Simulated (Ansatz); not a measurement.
# PtC (model cell, started as rocksalt type): following an unstable mode, part 2 of 3

Which phase does PtC (model cell, started as rocksalt type) fall into along its unstable mode, and how much energy does it gain?

Ansatz 0.2.0; DFT PBEsol, scalar-relativistic, plane waves, PAW.

So far, highest frequency on the path or at a solved wavevector (cm⁻¹): step 2 (the dispersion) 498. Also lowest frequency on the path (cm⁻¹): step 2 -544.

The structure was built from a prototype and need not be the compound's stable phase.

**5. Energy along the mode, all amplitudes (two of the runs are shown above)**

An imaginary frequency means negative curvature, so the energy should fall and then rise again as anharmonic terms take over.

Numbers from this step:

```yaml
depth_at_the_lowest_point_sampled: 37.12 meV/atom
largest_atomic_shift_at_that_point: 0.22 Å
```

The energy from the parent by largest atomic shift:

```
largest atomic shift (Å)  energy from the parent (meV/atom)
                   0.000                                  0
                   0.040                              -2.62
                   0.080                              -9.61
                   0.140                              -23.6
                   0.220                              -37.1
                   0.320                              -28.6
                   0.450                               47.9
```

Displacement at unit largest shift by atom:

```
atom  x (Å)   y (Å)   z (Å)   size
 Pt1  0.000   0.000   0.000  0.000
 Pt2  0.000   0.000   0.000  0.000
 Pt3  0.000  -0.038  -0.038  0.054
 Pt4  0.000   0.038   0.038  0.054
  C5  0.000  -0.707  -0.707  1.000
  C6  0.000   0.707   0.707  1.000
  C7  0.000   0.000   0.000  0.000
  C8  0.000   0.000   0.000  0.000
```

The lowest of the steps tried is at 0.22 Å, 37.1 meV/atom below the parent; the bottom of the well need not coincide with a step.

**6. Relaxing from the distorted cell**

Starting from the lowest point found, all atoms and the cell are let go, so that strain and other modes of the same symmetry can join in.

Contents of input.yaml:

```yaml
crystal:
  lattice:
    - [0.0, -2.2083183167, -2.2083183167]
    - [0.0, 2.2083183167, -2.2083183167]
    - [8.833273267, 0.0, 0.0]
  atoms:
    - { symbol: Pt, position: [0.5, 0.5, 0.75] }
    - { symbol: Pt, position: [0.5, 0.5, 0.25] }
    - { symbol: Pt, position: [0.0037391858, 0.0, 0.5] }
    - { symbol: Pt, position: [-0.0037391858, 0.0, 0.0] }
    - { symbol: C, position: [0.5704443244, 0.5, 0.0] }
    - { symbol: C, position: [0.4295556756, 0.5, 0.5] }
    - { symbol: C, position: [0.0, 0.0, 0.75] }
    - { symbol: C, position: [0.0, 0.0, 0.25] }
kpoints:
  mp_grid: { grid: [12, 12, 4] }
hamiltonian:
  xc: pbesol
scf:
  occupations: { method: methfessel_paxton, width: 0.2 }
output:
  forces: true
  stress: true
  eigenvalues: true
relax:
  adjacent_minimum: "off"
  f_tol: 0.002
  max_steps: 120
  cell: { stress_tol: 0.03 }
```

Command:

```bash
> ansatz run input.yaml --threads 4 --pin off --max-ram 7168MiB --backend cpu --events-out ev --progress --plain --runs-dir out
```

Numbers of over 12 decimals in the logs are rounded to 6 here.

What it wrote:

```text
[...]
Crystal: 8 atoms, lattice volume = 86.154 Å³
Basis set: ecut = 420 eV, 1717 PW (Γ), exchange–correlation on 48×48×120 points (8 copies of the dense FFT grid, shifted against one another)
Bands: 53, of which v1, the nominal top of the filled ones, is band 44 counted from 1 (43 counted from 0)
Symmetry: 8 space group operations
[...]
k-points: 147 of 576
[...]
SCF iter   1: F=—  HF=-50511.090363 eV  |F-HF|=—  |Δ(HF+E_count)|=         —  Δρ=8.73e-3  dr2=5.44e-2  ethr=1.77e-3  ⟨swp⟩=5.3  Hψ=25971  notcnv=0
[...]
SCF iter   7: F=-50511.078372 eV  HF=-50511.078372 eV  |F-HF|=2.71e-9  |Δ(HF+E_count)|=   2.58e-8  S|Δr|=    0.00e0  Δρ=2.25e-6  dr2=5.25e-9  ethr=1.14e-10  ⟨swp⟩=8.4  Hψ=24994  notcnv=0
SCF 1 converged in 7 iterations: F = -50511.078372 eV  dr2 = 5.25e-9
[...]
relax step   1: F+E_penalty+E_count = -50511.07837209 eV  Δ(F+E_penalty+E_count) = +0.000e0 eV  max|allowed force component| = 2.261e-1 eV/Å  Δτ_max = 0.0000 Å  P = +2.262 GPa  Ω = 86.154 Å³  (7 SCF iters, dr2 threshold 1.00e-7 eV, accepted)
Crystal: 8 atoms, lattice volume = 87.262 Å³
Basis set: ecut = 420 eV, 1705 PW (Γ), exchange–correlation on 48×48×120 points (8 copies of the dense FFT grid, shifted against one another)
[...]
SCF iter   5: F=-50511.147427 eV  HF=-50511.147428 eV  |F-HF|=5.22e-7  |Δ(HF+E_count)|=   1.21e-6  S|Δr|=    0.00e0  Δρ=1.90e-5  dr2=6.94e-7  ethr=9.09e-10  ⟨swp⟩=6.1  Hψ=29905  notcnv=0
SCF 2 converged in 5 iterations: F = -50511.147427 eV  dr2 = 6.94e-7
relax step   2: F+E_penalty+E_count = -50511.14742721 eV  Δ(F+E_penalty+E_count) = -6.906e-2 eV  max|allowed force component| = 2.482e-1 eV/Å  Δτ_max = 0.0350 Å  P = -1.037 GPa  Ω = 87.262 Å³  energy of the carried Pulay correction = -1.955e-3 eV  (5 SCF iters, dr2 threshold 8.00e-7 eV, accepted)
Crystal: 8 atoms, lattice volume = 87.420 Å³
Basis set: ecut = 420 eV, 1733 PW (Γ), exchange–correlation on 48×48×120 points (8 copies of the dense FFT grid, shifted against one another)
[...]
SCF iter   6: F=-50511.219842 eV  HF=-50511.219842 eV  |F-HF|=1.30e-7  |Δ(HF+E_count)|=   5.80e-7  S|Δr|=    0.00e0  Δρ=1.04e-5  dr2=1.76e-7  ethr=9.09e-10  ⟨swp⟩=5.5  Hψ=29371  notcnv=0
SCF 3 converged in 6 iterations: F = -50511.219842 eV  dr2 = 1.76e-7
relax step   3: F+E_penalty+E_count = -50511.21984174 eV  Δ(F+E_penalty+E_count) = -7.241e-2 eV  max|allowed force component| = 6.597e-2 eV/Å  Δτ_max = 0.0918 Å  P = -0.344 GPa  Ω = 87.420 Å³  energy of the carried Pulay correction = -2.231e-3 eV  (6 SCF iters, dr2 threshold 8.00e-7 eV, accepted)
[... from here on, the SCF cycles and remarks between the steps are left out ...]
relax step   4: F+E_penalty+E_count = -50511.29222837 eV  Δ(F+E_penalty+E_count) = -7.239e-2 eV  max|allowed force component| = 4.033e-1 eV/Å  Δτ_max = 0.1956 Å  P = -0.717 GPa  Ω = 88.004 Å³  energy of the carried Pulay correction = -3.250e-3 eV  (6 SCF iters, dr2 threshold 8.00e-7 eV, accepted)
relax step   5: F+E_penalty+E_count = -50511.33490865 eV  Δ(F+E_penalty+E_count) = -4.268e-2 eV  max|allowed force component| = 1.723e-1 eV/Å  Δτ_max = 0.0662 Å  P = +1.519 GPa  Ω = 87.198 Å³  energy of the carried Pulay correction = -1.843e-3 eV  (6 SCF iters, dr2 threshold 8.00e-7 eV, accepted)
relax step   6: F+E_penalty+E_count = -50511.34958112 eV  Δ(F+E_penalty+E_count) = -1.467e-2 eV  max|allowed force component| = 1.084e-1 eV/Å  Δτ_max = 0.0058 Å  P = +0.801 GPa  Ω = 87.852 Å³  energy of the carried Pulay correction = -2.986e-3 eV  (5 SCF iters, dr2 threshold 8.00e-7 eV, accepted)
relax step   7: F+E_penalty+E_count = -50511.35180486 eV  Δ(F+E_penalty+E_count) = -2.224e-3 eV  max|allowed force component| = 6.024e-2 eV/Å  Δτ_max = 0.0116 Å  P = -0.085 GPa  Ω = 88.194 Å³  energy of the carried Pulay correction = -3.581e-3 eV  (4 SCF iters, dr2 threshold 8.00e-7 eV, accepted)
relax step   8: F+E_penalty+E_count = -50511.35245960 eV  Δ(F+E_penalty+E_count) = -6.547e-4 eV  max|allowed force component| = 1.529e-2 eV/Å  Δτ_max = 0.0049 Å  P = +0.197 GPa  Ω = 88.324 Å³  energy of the carried Pulay correction = -3.805e-3 eV  (5 SCF iters, dr2 threshold 2.27e-7 eV, accepted)
relax step   9: F+E_penalty+E_count = -50511.35237696 eV  Δ(F+E_penalty+E_count) = +8.264e-5 eV  max|allowed force component| = 1.153e-2 eV/Å  Δτ_max = 0.0027 Å  P = -0.138 GPa  Ω = 88.389 Å³  energy of the carried Pulay correction = -3.918e-3 eV  (4 SCF iters, dr2 threshold 2.36e-7 eV, accepted)
relax step  10: F+E_penalty+E_count = -50511.35241842 eV  Δ(F+E_penalty+E_count) = -4.145e-5 eV  max|allowed force component| = 3.158e-3 eV/Å  Δτ_max = 0.0027 Å  P = -0.060 GPa  Ω = 88.373 Å³  energy of the carried Pulay correction = -3.890e-3 eV  (5 SCF iters, dr2 threshold 7.80e-8 eV, accepted)
relax step  11: F+E_penalty+E_count = -50511.35247204 eV  Δ(F+E_penalty+E_count) = -5.362e-5 eV  max|allowed force component| = 4.588e-4 eV/Å  Δτ_max = 0.0017 Å  P = +0.006 GPa  Ω = 88.353 Å³  energy of the carried Pulay correction = -3.855e-3 eV  (5 SCF iters, dr2 threshold 1.62e-8 eV, accepted)
relax step  12: F+E_penalty+E_count = -50511.38454572 eV  Δ(F+E_penalty+E_count) = -3.207e-2 eV  max|allowed force component| = 3.420e-3 eV/Å  Δτ_max = 0.0000 Å  P = +0.479 GPa  Ω = 88.353 Å³  stress off target by 1.38e0 GPa  SCF on the basis re-selected at this cell (its energy is not comparable with the rows above)  (6 SCF iters)
relax step  13: F+E_penalty+E_count = -50511.39177211 eV  Δ(F+E_penalty+E_count) = -7.226e-3 eV  max|allowed force component| = 1.241e-2 eV/Å  Δτ_max = 0.0192 Å  P = +0.191 GPa  Ω = 88.855 Å³  energy of the carried Pulay correction = -5.908e-4 eV  (5 SCF iters, dr2 threshold 8.00e-7 eV, accepted)
relax step  14: F+E_penalty+E_count = -50511.39206421 eV  Δ(F+E_penalty+E_count) = -2.921e-4 eV  max|allowed force component| = 8.764e-3 eV/Å  Δτ_max = 0.0095 Å  P = -0.007 GPa  Ω = 89.092 Å³  energy of the carried Pulay correction = -9.065e-4 eV  (5 SCF iters, dr2 threshold 3.87e-7 eV, accepted)
relax step  15: F+E_penalty+E_count = -50511.39212551 eV  Δ(F+E_penalty+E_count) = -6.130e-5 eV  max|allowed force component| = 2.663e-3 eV/Å  Δτ_max = 0.0025 Å  P = -0.001 GPa  Ω = 89.062 Å³  energy of the carried Pulay correction = -8.743e-4 eV  (5 SCF iters, dr2 threshold 7.68e-9 eV, accepted)
relax step  16: F+E_penalty+E_count = -50511.39212493 eV  Δ(F+E_penalty+E_count) = +5.838e-7 eV  max|allowed force component| = 2.407e-4 eV/Å  Δτ_max = 0.0004 Å  P = -0.000 GPa  Ω = 89.066 Å³  energy of the carried Pulay correction = -8.776e-4 eV  (5 SCF iters, dr2 threshold 4.43e-10 eV, accepted)
relax step  17: F+E_penalty+E_count = -50511.39335989 eV  Δ(F+E_penalty+E_count) = -1.235e-3 eV  max|allowed force component| = 2.364e-4 eV/Å  Δτ_max = 0.0000 Å  P = -0.001 GPa  Ω = 89.066 Å³  stress off target by 5.12e-2 GPa  SCF on the basis re-selected at this cell (its energy is not comparable with the rows above)  (5 SCF iters)
relax step  18: F+E_penalty+E_count = -50511.39336980 eV  Δ(F+E_penalty+E_count) = -9.908e-6 eV  max|allowed force component| = 2.367e-3 eV/Å  Δτ_max = 0.0011 Å  P = +0.041 GPa  Ω = 89.082 Å³  energy of the carried Pulay correction = -9.736e-6 eV  (5 SCF iters, dr2 threshold 6.54e-9 eV, accepted)
relax step  19: F+E_penalty+E_count = -50511.39325675 eV  Δ(F+E_penalty+E_count) = +1.131e-4 eV  max|allowed force component| = 6.352e-3 eV/Å  Δτ_max = 0.0007 Å  P = -0.138 GPa  Ω = 89.139 Å³  energy of the carried Pulay correction = -1.034e-4 eV  (5 SCF iters, dr2 threshold 9.94e-9 eV, rejected (line search))
relax step  20: F+E_penalty+E_count = -50511.39335520 eV  Δ(F+E_penalty+E_count) = +1.460e-5 eV  max|allowed force component| = 5.128e-5 eV/Å  Δτ_max = 0.0002 Å  P = +0.001 GPa  Ω = 89.092 Å³  energy of the carried Pulay correction = -2.653e-5 eV  (7 SCF iters, accepted)
[...]
SCF iter   4: F=-50511.393379 eV  HF=-50511.393379 eV  |F-HF|=1.46e-11  |Δ(HF+E_count)|=  4.73e-10  S|Δr|=    0.00e0  Δρ=5.58e-8  dr2=1.35e-12  ethr=1.00e-12  ⟨swp⟩=5.4  Hψ=32638  notcnv=0
SCF 21 converged in 4 iterations: F = -50511.393379 eV  dr2 = 1.35e-12
relax step  21: F+E_penalty+E_count = -50511.39337855 eV  Δ(F+E_penalty+E_count) = -2.336e-5 eV  max|allowed force component| = 5.039e-5 eV/Å  Δτ_max = 0.0000 Å  P = +0.001 GPa  Ω = 89.092 Å³  stress off target by 3.17e-3 GPa  SCF on the basis re-selected at this cell (its energy is not comparable with the rows above)  (4 SCF iters)
[...]
SCF converged after 4 iterations
[...]
Free energy (F): -50511.393379 eV
[...]
Internal energy: -50511.398143 eV  (E = F + TS)
E sigma→0 (E₀):  -50511.394570 eV
Entropy (-TS):   0.004764 eV (0.596 meV/atom)
Fermi energy:    19.636854 eV
[...]
--- Forces (eV/Å), atoms counted from 1 ---
  atom   1  Pt     0.00000000     0.00000000     0.00000000
  atom   2  Pt    -0.00000000     0.00000000    -0.00000000
  atom   3  Pt    -0.00000000    -0.00005039    -0.00005039
  atom   4  Pt     0.00000000     0.00005039     0.00005039
  atom   5  C      0.00000000    -0.00002504    -0.00002504
  atom   6  C     -0.00000000     0.00002504     0.00002504
  atom   7  C      0.00000000    -0.00000000     0.00000000
  atom   8  C      0.00000000     0.00000000     0.00000000
  max |Σ_I F_I| component: 1.25e-16 eV/Å
--- Stress (GPa, compression-positive) ---
       -0.001104      -0.000000       0.000000
       -0.000000       0.001392       0.001783
        0.000000       0.001783       0.001392
  P = ⅓ Tr σ = 0.0006 GPa (0.006 kbar)
--- Band table (eV; the first three rows and the last of 147) ---
  k-point 0: bands = [... 40 lower, 17.6930, 18.3069, 18.4448, 19.1664, 19.3515, 20.4857, 20.6165, 20.8393, ... 5 higher]
  k-point 1: bands = [... 40 lower, 17.9308, 18.4603, 19.0138, 19.1363, 19.5949, 20.3938, 20.6200, 20.7320, ... 5 higher]
  k-point 2: bands = [... 40 lower, 18.4321, 18.4321, 19.3335, 19.3335, 19.9204, 19.9204, 20.5410, 20.5410, ... 5 higher]
  k-point 146: bands = [... 40 lower, 17.9632, 17.9632, 18.3886, 18.3886, 19.1197, 19.1197, 19.6059, 19.6059, ... 5 higher]
--- Relaxed structure (18 steps of the walk, 17 accepted, 3 SCFs on fresh bases) ---
  F+E_penalty+E_count = -50511.39337855 eV   max|allowed force component| = 5.039e-5 eV/Å   (the final SCF, on the basis selected at the relaxed cell)
  cell:  # Å, volume = 89.0917 Å³
    - [0, -2.544093, -2.544093]
    - [0, 2.185197, -2.185197]
    - [8.012787, 0, 0]
  atoms:
    - { symbol: Pt, position: [0.500000, 0.5, 0.75] }
    - { symbol: Pt, position: [0.500000, 0.5, 0.25] }
    - { symbol: Pt, position: [-0.087842, 0.0, 0.5] }
    - { symbol: Pt, position: [0.087842, 0.0, 0] }
    - { symbol: C, position: [0.701928, 0.500000, 0] }
    - { symbol: C, position: [0.298072, 0.5, 0.5] }
    - { symbol: C, position: [-6.873479380218856e-19, 1.9638512514911008e-19, 0.75] }
    - { symbol: C, position: [-6.873479380218857e-19, 1.9638512514911023e-19, 0.25] }
```

Run time: 2.4 min. Hardware: 4 threads of Arm Neoverse V2, shared host; peak memory 0.77 GiB.

Step by step:

```
step  energy less that of the first step (eV)  largest force component (eV/Å)  pressure (GPa)  volume (Å³)
   1                                   0.0000                          0.2261            2.26        86.15
   2                                  -0.0691                          0.2482           -1.04        87.26
   3                                  -0.1415                          0.0660           -0.34        87.42
   4                                  -0.2139                          0.4033           -0.72        88.00
   5                                  -0.2565                          0.1723            1.52        87.20
   6                                  -0.2712                          0.1084            0.80        87.85
   7                                  -0.2734                          0.0602           -0.09        88.19
   8                                  -0.2741                          0.0153            0.20        88.32
   9                                  -0.2740                          0.0115           -0.14        88.39
  10                                  -0.2740                          0.0032           -0.06        88.37
  11                                  -0.2741                          0.0005            0.01        88.35
 12*                                  -0.3062                          0.0034            0.48        88.35
  13                                  -0.3134                          0.0124            0.19        88.85
  14                                  -0.3137                          0.0088           -0.01        89.09
  15                                  -0.3138                          0.0027            0.00        89.06
  16                                  -0.3138                          0.0002            0.00        89.07
 17*                                  -0.3150                          0.0002            0.00        89.07
  18                                  -0.3150                          0.0024            0.04        89.08
  19                                  -0.3149                          0.0064           -0.14        89.14
  20                                  -0.3150                          0.0001            0.00        89.09
 21*                                  -0.3150                          0.0001            0.00        89.09
```

Relaxation steps marked * repeat the geometry before them on a plane-wave basis chosen anew for their cell, so energy and pressure can jump there. Relaxation step 19 was tried and not accepted.

Forces are held to the 8 operations that the run works with; a distortion that breaks them can't arise in this run.

```
     cell as run  before  after   change
           a (Å)   3.123  3.598  +15.2 %
           b (Å)   3.123  3.090   -1.0 %
           c (Å)   8.833  8.013   -9.3 %
volume (Å³/atom)   10.77  11.14   +3.4 %
```

The atoms that moved most (Å, as changes of fractional coordinates times the final cell):

```
atom     dx      dy      dz  length
  C5  0.000  -0.335  -0.335   0.473
  C6  0.000   0.335   0.335   0.473
 Pt3  0.000   0.233   0.233   0.329
 Pt4  0.000  -0.233  -0.233   0.329
```

The relaxed structure:

```cif
data_structure
_symmetry_space_group_name_H-M 'P 1'
_symmetry_Int_Tables_number 1
_cell_length_a 3.5979
_cell_length_b 3.0903
_cell_length_c 8.0128
_cell_angle_alpha 90.000
_cell_angle_beta 90.000
_cell_angle_gamma 90.000
_cell_volume 89.09
loop_
_atom_site_label
_atom_site_type_symbol
_atom_site_fract_x
_atom_site_fract_y
_atom_site_fract_z
_atom_site_occupancy
Pt1 Pt 0.50000 0.50000 0.75000 1
Pt2 Pt 0.50000 0.50000 0.25000 1
Pt3 Pt 0.91216 0.00000 0.50000 1
Pt4 Pt 0.08784 0.00000 0.00000 1
C5 C 0.70193 0.50000 0.00000 1
C6 C 0.29807 0.50000 0.50000 1
C7 C 0.00000 0.00000 0.75000 1
C8 C 0.00000 0.00000 0.25000 1
```

This step gave:

```yaml
pressure: 5.60e-4 GPa
volume_per_atom: 11.14 Å³
```

The distorted start has space group Pmma; the relaxation ends in Pmma.

**7. The new phase in its own primitive cell**

The relaxed structure is symmetrised, reduced to its primitive cell and relaxed tightly, as its phonons need.

Contents of input.yaml:

```yaml
crystal:
  lattice:
    - [8.0127869638, 0.0, 0.0]
    - [0.0, 3.090335728, 0.0]
    - [0.0, 0.0, 3.597890541]
  atoms:
    - { symbol: Pt, position: [0.5, 0.5, 0.5] }
    - { symbol: Pt, position: [0.0, 0.5, 0.5] }
    - { symbol: Pt, position: [0.25, 0.0, 0.0878415343] }
    - { symbol: Pt, position: [0.75, 0.0, 0.9121584657] }
    - { symbol: C, position: [0.75, 0.5, 0.2980721143] }
    - { symbol: C, position: [0.25, 0.5, 0.7019278857] }
    - { symbol: C, position: [0.5, 0.0, 0.0] }
    - { symbol: C, position: [0.0, 0.0, 0.0] }
kpoints:
  mp_grid: { grid: [6, 12, 10] }
hamiltonian:
  xc: pbesol
scf:
  occupations: { method: methfessel_paxton, width: 0.2 }
output:
  forces: true
  stress: true
  eigenvalues: true
relax:
  adjacent_minimum: "off"
  f_tol: 0.001
  max_steps: 60
  cell: { stress_tol: 0.01 }
```

What it wrote:

```text
[...]
Crystal: 8 atoms, lattice volume = 89.092 Å³
Basis set: ecut = 420 eV, 1721 PW (Γ), exchange–correlation on 108×48×50 points (8 copies of the dense FFT grid, shifted against one another)
Bands: 53, of which v1, the nominal top of the filled ones, is band 44 counted from 1 (43 counted from 0)
Symmetry: 8 space group operations
[...]
k-points: 168 of 720
[...]
cell:  # Å, volume = 89.1144 Å³
    - [8.010956, 0, 0]
    - [0, 3.091236, 0]
    - [0, 0, 3.598581]
  atoms:
    - { symbol: Pt, position: [0.5, 0.5, 0.5] }
    - { symbol: Pt, position: [0, 0.5, 0.5] }
    - { symbol: Pt, position: [0.25, 0, 0.087491] }
    - { symbol: Pt, position: [0.75, 0, 0.912509] }
    - { symbol: C, position: [0.75, 0.5, 0.298234] }
    - { symbol: C, position: [0.25, 0.5, 0.701766] }
    - { symbol: C, position: [0.5, 0, 0] }
    - { symbol: C, position: [0, 0, 0] }
[key lines of the parts left out:]
SCF converged after 5 iterations
Free energy (F): -50511.389273 eV
Fermi energy:    19.615640 eV
P = ⅓ Tr σ = 0.0000 GPa (0.000 kbar)
```

It took 76 s on 4 threads; peak memory 0.83 GiB.

Little changed from the start: no atom moved by 0.005 Å and no cell edge by 0.1 %.

Numbers from this step:

```
pressure : 4.86e-5 GPa
```

The largest force component left is 0.34 meV/Å and the pressure is 0.000 GPa, within the tolerances set. The cell now holds 11.14 Å³/atom.

(Part 2 of 3 ends here.)

[Logs are printed without paths, hosts, clocks, repeated set-up lines and the standing remarks that a program may print on its own settings, such as how far it seeks lower states.]

[Hosts, paths, dates, database ids (printed as entryN), source tags and the programs' standing remarks are cut or masked in the printed files.]
